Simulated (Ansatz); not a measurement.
# BAs (F-43m): phonons and vibrational spectra

Aim: the phonons of BAs (F-43m) at a cell relaxed beforehand at this level. After the zone centre comes a 4×4×4 q mesh on a 12×12×12 k mesh.

Calculated with Ansatz 0.2.0; DFT LDA, scalar-relativistic, plane waves, PAW; PAW set soft_1.

Report form: the programs' logs are mostly left out.

## 1. The starting structure

The structure is cubic, space group F-43m (No. 216). Conventional cell: a = 4.732 Å, b = 4.732 Å, c = 4.732 Å, α = 90.00°, β = 90.00°, γ = 90.00°. B has 4 As at 2.05 Å nearest. As has 4 B at 2.05 Å nearest. Farther neighbours are not listed.

As a file:

```cif
data_structure
_symmetry_space_group_name_H-M 'P 1'
_symmetry_Int_Tables_number 1
_cell_length_a 3.3458
_cell_length_b 3.3458
_cell_length_c 3.3458
_cell_angle_alpha 60.000
_cell_angle_beta 60.000
_cell_angle_gamma 60.000
_cell_volume 26.48
loop_
_atom_site_label
_atom_site_type_symbol
_atom_site_fract_x
_atom_site_fract_y
_atom_site_fract_z
_atom_site_occupancy
B1 B 0.00000 0.00000 0.00000 1
As2 As 0.25000 0.25000 0.25000 1
```

## 2. Zone-centre response

The cell comes from relaxations at this level that are not shown. The zone centre comes first: it holds the modes that light can see, as far as symmetry allows. The response to a homogeneous field gives the Born charges and the dielectric tensor.

Contents of input.yaml:

```yaml
crystal:
  lattice:
    - [0.0, 2.3658309543, 2.3658309543]
    - [2.3658309543, 0.0, 2.3658309543]
    - [2.3658309543, 2.3658309543, 0.0]
  atoms:
    - { symbol: B, position: [0.0, 0.0, 0.0] }
    - { symbol: As, position: [0.25, 0.25, 0.25] }
kpoints:
  mp_grid: { grid: [12, 12, 12] }
hamiltonian:
  xc: lda
  pseudopotentials: { kind: paw, azcp: { folder: soft_1 }, xc_functional: pbe }
scf:
  occupations: { method: fixed }
output:
  eigenvalues: true
phonons:
  method: dfpt
  dielectric: true
  rigid_motions: translations
```

Started as:

```bash
$ ansatz run input.yaml --threads 4 --pin off --max-ram 10240MiB --backend cpu --events-out ev --progress --plain --runs-dir out
```

Wall time 23 s (4 threads of Arm Neoverse V2, shared host); peak memory 0.74 GiB; 87 s of CPU time.

Numbers from this step:

```
gap on the k-mesh                                       : 1.111 eV
volume per atom                                         : 13.24 Å³
sum-rule residual before enforcement                    : 2.74e-4 eV/Å²
miss of the charge sum rule                             : 3.66e-4 e
estimated error of the dielectric tensor                : 0.02753
estimated error of the Born charges                     : 0.01564 e
point group                                             : -43m
highest optical mode at the zone centre (no LO-TO term) : 699.9 cm⁻¹
lowest optical zone-centre mode                         : 699.9 cm⁻¹
mean high-frequency dielectric constant                 : 9.658
largest Born charge (third of the trace)                : -0.5391 e
mean static dielectric constant                         : 9.774
top of the zone-centre spectrum with the field          : 704.1 cm⁻¹
```

Without the LO-TO term. Patterns of degenerate modes are one choice out of their space. Modes at Γ, with each element's share of the kinetic energy:

| mode | frequency (cm⁻¹) | symmetry | B % | As % |
| --- | --- | --- | --- | --- |
| 1 | 0.0 | acoustic | 13 | 87 |
| 2 | 0.0 | acoustic | 13 | 87 |
| 3 | 0.0 | acoustic | 13 | 87 |
| 4 | 699.9 | T2 | 87 | 13 |
| 5 | 699.9 | T2 | 87 | 13 |
| 6 | 699.9 | T2 | 87 | 13 |

Displacements in mode 5 (699.9 cm⁻¹), the largest set to 1:
```
B1   1.00  0.00  0.00
As2 -0.14  0.00  0.00
```

Optical modes at the zone centre, without and with the macroscopic field of the longitudinal modes; each column is sorted by frequency, so a row need not hold one and the same mode. Modes with and without the field, by row:

```
rank among optical modes  no field (cm⁻¹)  q along (1, 0, 0) (cm⁻¹)
                       1            699.9                     699.9
                       2            699.9                     699.9
                       3            699.9                     704.1
```

Born charge (rows field, columns displacement) (e), principal values of the symmetric part by kind of site:

```
atom  atoms with these values      low   middle     high     mean
  B1                        1  -0.5391  -0.5391  -0.5391  -0.5391
 As2                        1   0.5391   0.5391   0.5391   0.5391
```

In full for B1:

```
-0.5391  0.0000  0.0000
 0.0000 -0.5391  0.0000
 0.0000  0.0000 -0.5391
```

High-frequency dielectric tensor:

```
9.66 0.00 0.00
0.00 9.66 0.00
0.00 0.00 9.66
```

Static dielectric tensor (ions relaxed, fixed cell):

```
9.77 0.00 0.00
0.00 9.77 0.00
0.00 0.00 9.77
```

Transverse modes. Lines of the infrared spectrum (strongest = 100):

| position (cm⁻¹) | label | relative intensity |
| --- | --- | --- |
| 700 | T2 | 100 |

Before it was imposed, the acoustic sum rule was missed by 2.7e-4 eV/Å² and the charge sum rule by 3.7e-4 e. Small misses are needed for a sound result but don't prove that mesh and cutoff are converged. The lowest optical mode is real, 700 cm⁻¹.

## 3. Phonons on a q mesh

Stability and thermal properties need the whole zone. Linear response on a 4×4×4 q mesh gives force constants as far as a supercell of that size would, and the tensors from the zone-centre run are typed in so that the long-range dipole term is interpolated apart.

input.yaml, the sections that differ from step 2:

```yaml
phonons:
  method: dfpt
  qmesh: [4, 4, 4]
  temperatures: { t_max: 1000, t_step: 50 }
  qpath:
    path:
      - [[0.0, 0.0, 0.0], [-0.5, -0.5, 0.0], [-0.375, -0.375, 0.25]]
      - [[-0.375, 0.0, 0.375], [0.0, 0.0, 0.0], [0.0, 0.0, 0.5], [-0.5, -0.25, 0.25], [-0.5, -0.5, 0.0]]
    npoints: 10
  non_analytic_term:
    high_frequency_dielectric_tensor: [[9.6578, 0.0, 0.0], [0.0, 9.6578, 0.0], [0.0, 0.0, 9.6578]]
    born_effective_charges:
      - { species: B, tensor: [[-0.5391, 0.0, 0.0], [0.0, -0.5391, 0.0], [0.0, 0.0, -0.5391]] }
      - { species: As, tensor: [[0.5391, 0.0, 0.0], [0.0, 0.5391, 0.0], [0.0, 0.0, 0.5391]] }
    source: "zone-centre run at this cell"
# crystal, kpoints, hamiltonian, scf, output: as in step 2
```

The job ended after 1.7 min (4 threads; peak memory 1.8 GiB).

Numbers from this step:

| Quantity | Value |
| --- | --- |
| sum-rule residual before enforcement | 3.78e-6 eV/Å² |
| lowest frequency on the path | 0 cm⁻¹ |
| highest frequency on the path or at a solved wavevector | 740.9 cm⁻¹ |
| mean frequency | 443 cm⁻¹ |
| Debye temperature (second moment) | 934 K |
| logarithmic mean frequency | 368 cm⁻¹ |
| lowest mode on the q mesh (acoustic modes at Γ apart) | 112.2 cm⁻¹ |
| zero-point energy per atom | 82.37 meV |
| heat capacity at 300 K | 16.97 J/(mol atoms K) |
| vibrational entropy at 300 K | 15.67 J/(mol atoms K) |
| edges of the widest gap between branches, on path and mesh | 321.7, 629.6 cm⁻¹ |

Frequencies (cm⁻¹) solved at each irreducible wavevector; negative means imaginary. Frequencies by wavevector, by row:

```csv
q in reciprocal lattice units,star,mode 1,mode 2,mode 3,mode 4,mode 5,mode 6
0 0 0,1,0,0,0,699.9,699.9,699.9
0 0 0.25,8,112.2,112.2,223,683.6,683.6,708.3
0 0 -0.5,4,139.1,139.1,312.7,677.1,677.1,713
0 0.25 0.25,6,151.2,151.2,231,662.6,662.6,721.6
0 0.25 -0.5,24,176.4,225.7,284.4,643.8,652.5,719.7
0 0.25 -0.25,12,163.1,221.7,259.1,651.6,661.5,710.6
0 -0.5 -0.5,3,192.7,192.7,321.7,640.5,640.5,740.9
0.25 -0.5 -0.25,6,225.2,258.1,266.9,630.5,641.5,716.6
```

Interpolated from a 4×4×4 q mesh, with the LO-TO term (at Γ the limit along the path; where Γ stands inside the path, tables give the limit on arrival). The phonon branches at the labelled points (cm⁻¹):

| point | branch 1 | branch 2 | branch 3 | branch 4 | branch 5 | branch 6 |
| --- | --- | --- | --- | --- | --- | --- |
| Γ | 0 | 0 | 0 | 700 | 700 | 704 |
| halfway | 151 | 151 | 231 | 663 | 663 | 722 |
| X | 193 | 193 | 322 | 640 | 640 | 741 |
| halfway | 193 | 212 | 313 | 637 | 642 | 735 |
| U | 191 | 246 | 290 | 630 | 645 | 725 |
| jump to K | 191 | 246 | 290 | 630 | 645 | 725 |
| halfway | 134 | 179 | 230 | 673 | 674 | 705 |
| Γ | 0 | 0 | 0 | 700 | 700 | 704 |
| halfway | 112 | 112 | 223 | 684 | 684 | 708 |
| L | 139 | 139 | 313 | 677 | 677 | 713 |
| halfway | 179 | 215 | 290 | 644 | 659 | 715 |
| W | 225 | 258 | 267 | 630 | 642 | 717 |
| halfway | 209 | 216 | 305 | 635 | 641 | 729 |
| X | 193 | 193 | 322 | 640 | 640 | 741 |

Tetrahedra on a 24×24×24 mesh, mean over bins of 10 cm-1. Interpolated from a 4×4×4 q mesh. Table of phonon density of states by wavenumber; read off at these points:

```csv
wavenumber (cm⁻¹),phonon density of states (1/cm⁻¹/cell)
5,0
25,1.1e-4
45,4.2e-4
65,9.4e-4
85,0.00179
105,0.0032
125,0.00596
145,0.0148
165,0.0171
185,0.0221
195,0.0250
205,0.0183
225,0.0127
245,0.0118
265,0.00967
285,0.0220
305,0.00783
325,8.0e-5
345,0
365,0
385,0
405,0
425,0
445,0
465,0
485,0
505,0
525,0
545,0
565,0
585,0
605,0
625,0.00138
645,0.0476
665,0.0354
685,0.0122
705,0.0180
715,0.058
725,0.0181
745,8.0e-5
```

The partial phonon density of states has structure finer than the step of the table below, so its rows give means over 25 cm⁻¹, whole bins alone (the curve runs from -10 to 773 cm⁻¹). Peaks (cm⁻¹: height): As 191.9: 0.0225, 280.5: 0.0206, 669.5: 0.00296; B 644.9: 0.0405, 713.8: 0.0452.

Phonopy on the run's constants, 21x21x21 mesh, Gaussian sigma 5.6 cm-1. Interpolated from a 4×4×4 q mesh. The partial phonon density of states by wavenumber; means over each step; values in 1/cm⁻¹/cell:

```csv
wavenumber (cm⁻¹),As,B
25,1.2e-4,1.7e-5
50,5.0e-4,7.0e-5
75,0.00121,1.6e-4
100,0.00254,3.2e-4
125,0.00604,7.0e-4
150,0.0133,0.00140
175,0.0177,0.00159
200,0.0192,0.00142
225,0.0128,7.4e-4
250,0.0105,4.7e-4
275,0.0168,3.6e-4
300,0.0108,1.2e-4
325,0.00109,3.0e-6
350,4.2e-7,0
375,0,0
400,0,0
425,0,0
450,0,0
475,0,0
500,0,0
525,0,0
550,0,0
575,0,0
600,0,8.5e-6
625,3.4e-4,0.0105
650,0.00250,0.0368
675,0.00241,0.0239
700,0.00119,0.0169
725,9.3e-4,0.0235
750,1.0e-5,9.3e-4
```

Second derivatives of the energy by pair, one row for each kind of neighbour of each atom listed. Each entry sums the pair over the periodic images of the supercell that the q mesh stands for, and in a polar crystal it holds the long-range dipole part too. Force constants by pair, by row:

```csv
atom,neighbour,distance (Å),third of the trace (eV/Å²),along the pair's line (eV/Å²)
B1,itself,0,17.21,–
B1,As,2.049,-4.209,-8.629
B1,B,3.346,0.0013,-0.5285
B1,As,3.923,0.0539,0.1033
B1,B,4.732,-0.029,-0.02
B1,As,5.156,-0.1032,-0.0231
B1,B,5.795,-0.0073,-0.009
B1,As,6.147,0.0123,0.0065
B1,As,6.147,0.0155,0.0152
As2,itself,0,20.08,–
As2,B,2.049,-4.209,-8.629
As2,As,3.346,-0.2141,-1.328
As2,B,3.923,0.0539,0.1033
As2,As,4.732,-0.026,-0.05
As2,B,5.156,-0.1032,-0.0231
As2,As,5.795,-0.0227,-0.0235
As2,B,6.147,0.0123,0.0065
As2,B,6.147,0.0155,0.0152
```

Harmonic thermodynamic functions per atom, from the density of states. Interpolated from a 4×4×4 q mesh. Thermodynamic functions, by row:

```
T (K)  F_vib (meV/atom)  S (J/mol-atom/K)  C_V (J/mol-atom/K)
    0             82.37                 0                   0
   50             82.31             0.534               1.713
  100             81.41             3.204               6.375
  200             74.72             9.668               12.61
  300             61.54             15.67               16.97
  400              42.5             20.95               19.65
  500             18.36             25.52               21.25
  600            -10.19             29.49               22.25
  700             -42.6             32.97               22.91
  800             -78.4             36.06               23.35
  900            -117.2             38.83               23.67
 1000            -158.8             41.34                23.9
```

Harmonic mean-square displacement, third of the trace. Interpolated from a 4×4×4 q mesh. Mean square displacements, by row:

```csv
T (K),B1 U_eq (Å²),As2 U_eq (Å²)
0,0.00276,0.00112
100,0.00297,0.0014
300,0.00421,0.003
600,0.00685,0.00573
```

Symmetry leaves 8 wavevectors to solve. The lowest mode among them, the acoustic zeros apart, lies at q = (0, 0, 0.25) and is real, 112 cm⁻¹.

## 4. Finite displacements in a supercell

Finite displacements in a 2×2×2 supercell give force constants from forces alone. They are exact at the wavevectors that the supercell holds, where they check the linear-response result.

Changes to input.yaml since step 3:

```diff
@@ -18,4 +18,4 @@
 phonons:
-  method: dfpt
-  qmesh: [4, 4, 4]
+  method: fd
+  supercell: [2, 2, 2]
   temperatures: { t_max: 1000, t_step: 50 }
```

Run time: 47 s. Hardware: 4 threads; peak memory 1.1 GiB; 3 min of CPU time.

This step gave:

- atoms in the supercell: 16
- sum-rule residual before enforcement: 9.99e-6 eV/Å²

Interpolated from a 2×2×2 supercell, rough between the solved points, with the LO-TO term (at Γ the limit along the path; where Γ stands inside the path, tables give the limit on arrival). Phonon branches along the path, in cm⁻¹:

| point | branch 1 | branch 2 | branch 3 | branch 4 | branch 5 | branch 6 |
| --- | --- | --- | --- | --- | --- | --- |
| Γ | 0 | 0 | 0 | 700 | 700 | 704 |
| halfway | 128 | 128 | 226 | 675 | 675 | 726 |
| X | 193 | 193 | 322 | 640 | 640 | 741 |
| halfway | 189 | 212 | 316 | 643 | 646 | 734 |
| U | 179 | 244 | 299 | 652 | 660 | 718 |
| jump to K | 179 | 244 | 299 | 652 | 660 | 718 |
| halfway | 109 | 158 | 233 | 684 | 685 | 709 |
| Γ | 0 | 0 | 0 | 700 | 700 | 704 |
| halfway | 96 | 96 | 214 | 689 | 689 | 711 |
| L | 139 | 139 | 313 | 677 | 677 | 713 |
| halfway | 164 | 212 | 300 | 662 | 683 | 702 |
| W | 211 | 241 | 291 | 642 | 685 | 700 |
| halfway | 202 | 213 | 310 | 641 | 655 | 727 |
| X | 193 | 193 | 322 | 640 | 640 | 741 |

Tetrahedra on a 22×22×22 mesh, mean over bins of 10 cm-1. Interpolated from a 2×2×2 supercell, rough between the solved points. Table of phonon density of states by wavenumber; read off at these points:

```csv
wavenumber (cm⁻¹),phonon density of states (1/cm⁻¹/cell)
5,1.0e-5
35,5.0e-4
55,0.00131
85,0.00341
105,0.00572
135,0.0137
155,0.0185
185,0.0192
205,0.0126
235,0.0120
265,0.0053
285,0.0149
295,0.0305
315,0.00373
335,0
365,0
385,0
415,0
435,0
465,0
485,0
515,0
545,0
565,0
595,0
615,0
645,0.0197
665,0.0347
675,0.0544
695,0.0136
715,0.0385
745,1.0e-4
```

At Γ the two methods differ by at most 0.0 cm⁻¹.

## 5. What came out

```yaml
space_group_within_0p01_a: F-43m
volume_per_atom: 13.2 Å³
gap_on_the_k_mesh: 1.11 eV
highest_optical_mode_at_the_zone_centre_no_lo_to_term: 700 cm⁻¹
top_of_the_zone_centre_spectrum_with_the_field: 704 cm⁻¹
lowest_optical_zone_centre_mode: 700 cm⁻¹
mean_high_frequency_dielectric_constant: 9.66
mean_static_dielectric_constant: 9.77
largest_born_charge_third_of_the_trace: -0.539 e
lowest_mode_on_the_q_mesh_acoustic_modes_at_gamma_apart: 112 cm⁻¹
highest_frequency_on_the_path_or_at_a_solved_wavevector: 741 cm⁻¹
zero_point_energy_per_atom: 82.4 meV
heat_capacity_at_300_k: 17.0 J/(mol atoms K)
vibrational_entropy_at_300_k: 15.7 J/(mol atoms K)
debye_temperature_second_moment: 934 K
imaginary_modes_on_the_4x4x4_q_mesh: none
```

**Reading.** The structure is a minimum as far as tested: no mode is imaginary at the 8 irreducible wavevectors of the 4×4×4 mesh, and the softest away from the acoustic zeros lies at 112 cm⁻¹. Without the field, the optical modes at Γ form one degenerate level at 700 cm⁻¹. The highest mode in this list at Γ, 699.9 cm⁻¹, is mostly motion of B (87 % of the kinetic energy). With the macroscopic field of the longitudinal modes the top of the zone-centre spectrum lies at 704 cm⁻¹, against 700 cm⁻¹ without it. Lattice motion raises the mean dielectric constant from 9.658 to 9.774. The strongest infrared line is at 700 cm⁻¹. On the path and the mesh, the widest gap between branches runs from 322 to 630 cm⁻¹. Finite displacements and linear response differ by 0.0 cm⁻¹ in the highest zone-centre mode. The program warns that the interpolation holds no quadrupole term, so branches close to Γ can be off in this crystal. The PAW files were made for PBE and serve the other functionals too. These are harmonic frequencies at zero temperature: anharmonic shifts, linewidths and thermal expansion are left out.

[Logs are printed without paths, hosts, clocks, repeated set-up lines and the standing remarks that a program may print on its own settings, such as how far it seeks lower states.]

[Hosts, paths, dates, database ids (printed as entryN), source tags and the programs' standing remarks are cut or masked in the printed files.]
